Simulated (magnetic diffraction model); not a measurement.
**Solving a magnetic structure from powder neutron data: Yb3Sn11**

Space group Immm (no. 71), a = 4.9710 Å, b = 10.0940 Å, c = 14.8150 Å.

| site | atom | x | y | z |
| --- | --- | --- | --- | --- |
| 4i | Yb | 1/2 | 1/2 | 0.2045 |
| 2a | Yb | 0 | 0 | 0 |
| 8l | Sn | 0 | 0.2920 | 0.8670 |
| 8l | Sn | 0 | 0.3540 | 0.6640 |
| 4h | Sn | 1/2 | 0.3113 | 0 |
| 2d | Sn | 0 | 1/2 | 0 |

This is a made-up structure (elements placed in a structure type, unrelaxed), so the numbers test the method and describe no known phase.

Only Yb is taken to order (form factors of Yb3+); orders and moment sizes are assumed, and not adapted to the symmetry. Radiation: neutrons of λ = 1.594 Å, 1.5° to 30°; isotropic B of 0.1 Å² (Yb) and 0.12 Å² (Sn). The intensities are simulated: I ∝ L Σ (|F_N|² + |F_M⊥|²) for unpolarised neutrons, with F_M = 2.695 fm/μB × Σ f(s) S exp(2πi Q·r) exp(−B s²) at Q = H ± k (one set where k and −k are equivalent), only the part normal to Q counting and L = 1/(sin²θ cos θ). For a modulated order the moment at position r is S exp(−2πi k·r) + c.c., with S = m/2 for a sine wave of amplitude m and S = m(u + iv)/2 for moments turning in a plane, u and v being orthogonal unit vectors in it; the phase factor of the sum at Q = H + k is then exp(2πi H·r). Form factors are spin-only for 3d ions and dipole or tabulated for f ions, scattering lengths are Sears's of 1992, and absorption is left out. A label names one of the reflections at its angle. The strongest nuclear line in the range is 100, and lines under 0.2 are left out.

Above the ordering temperature:

| 2θ (°) | index | I |
| --- | --- | --- |
| 10.96 | (0 1 1) | 2.6 |
| 12.35 | (0 0 2) | 4.0 |
| 18.17 | (0 2 0) | 5.0 |
| 19.47 | (1 0 1) | 1.9 |
| 20.59 | (1 1 0) | 36.0 |
| 20.70 | (0 1 3) | 19.5 |
| 22.03 | (0 2 2) | 5.6 |
| 24.08 | (1 1 2) | 1.4 |
| 24.85 | (0 0 4) | 0.6 |
| 26.30 | (1 0 3) | 100.0 |
| 26.76 | (1 2 1) | 19.6 |
| 28.12 | (0 3 1) | 11.2 |

Below it (cell unchanged):

```
2θ (°)      I
  3.67  137.1
 10.96    2.6
 11.57  140.3
 12.35    4.0
 12.89   25.6
 15.99   60.7
 17.33   10.2
 18.17    5.0
 18.55    5.3
 19.47    1.9
 20.59   36.0
 20.70   19.5
 21.03   22.1
 21.33   24.6
 22.03    5.6
 22.34   15.5
 23.05   29.3
 23.79   11.4
 24.01    5.5
 24.08    1.4
 24.30   37.3
 24.85    0.6
 25.13   11.9
 26.30  100.0
 26.76   19.6
 27.08   16.7
 28.12   11.2
 28.36   19.8
 29.09    8.4
 29.51   28.0
```

**Question.** Find the propagation vector, then choose among these models:
A. moments turning in the plane of [001] and [100], 3.7 μB on Yb; signs + at (1/2, 1/2, 0.2045), − at (1/2, 1/2, 0.7955), + at (0, 0, 0)
B. moments turning in the plane of [010] and [001], 3.7 μB on Yb; signs + at (1/2, 1/2, 0.2045), − at (1/2, 1/2, 0.7955), + at (0, 0, 0)
C. a sine wave with moments along [001] (amplitudes given), 3.7 μB on Yb; signs + at (1/2, 1/2, 0.2045), − at (1/2, 1/2, 0.7955), + at (0, 0, 0)
D. moments turning in the plane of [100] and [010], 3.7 μB on Yb; signs + at (1/2, 1/2, 0.2045), − at (1/2, 1/2, 0.7955), + at (0, 0, 0)

The new lines index as (1/5 0 0) at 3.67°, (1/5 1 1) at 11.57°, (1/5 0 2) at 12.89° and (4/5 0 1) at 15.99°, that is as H ± k with k = (1/5 0 0). Satellites come in pairs about each point of the reciprocal lattice.

Magnetic intensity, observed (below minus above) and for each model:

| 2θ (°) | index | observed | A | B | C | D |
| --- | --- | --- | --- | --- | --- | --- |
| 3.67 | (1/5 0 0) | 137.1 | 68.6 | 137.1 | 68.6 | 68.6 |
| 11.57 | (1/5 1 1) | 140.3 | 205.7 | 140.3 | 91.1 | 163.8 |
| 12.89 | (1/5 0 2) | 25.6 | 23.7 | 25.6 | 1.9 | 45.4 |
| 15.99 | (4/5 0 1) | 60.7 | 32.8 | 60.7 | 27.9 | 37.7 |
| 21.03 | (1/5 1 3) | 22.1 | 25.4 | 22.1 | 4.7 | 38.2 |
| 24.30 | (4/5 2 1) | 37.3 | 42.5 | 37.3 | 25.4 | 29.0 |
| 25.13 | (1/5 0 4) | 11.9 | 11.6 | 11.9 | 0.2 | 23.0 |
| 28.36 | (1/5 3 1) | 19.8 | 37.6 | 19.8 | 18.5 | 20.4 |

Model B matches.

The structure used: k = (1/5 0 0), moments turning in the plane of [010] and [001], 3.7 μB on Yb; signs + at (1/2, 1/2, 0.2045), − at (1/2, 1/2, 0.7955), + at (0, 0, 0).

[Logs are printed without paths, hosts, clocks, repeated set-up lines and the standing remarks that a program may print on its own settings, such as how far it seeks lower states.]
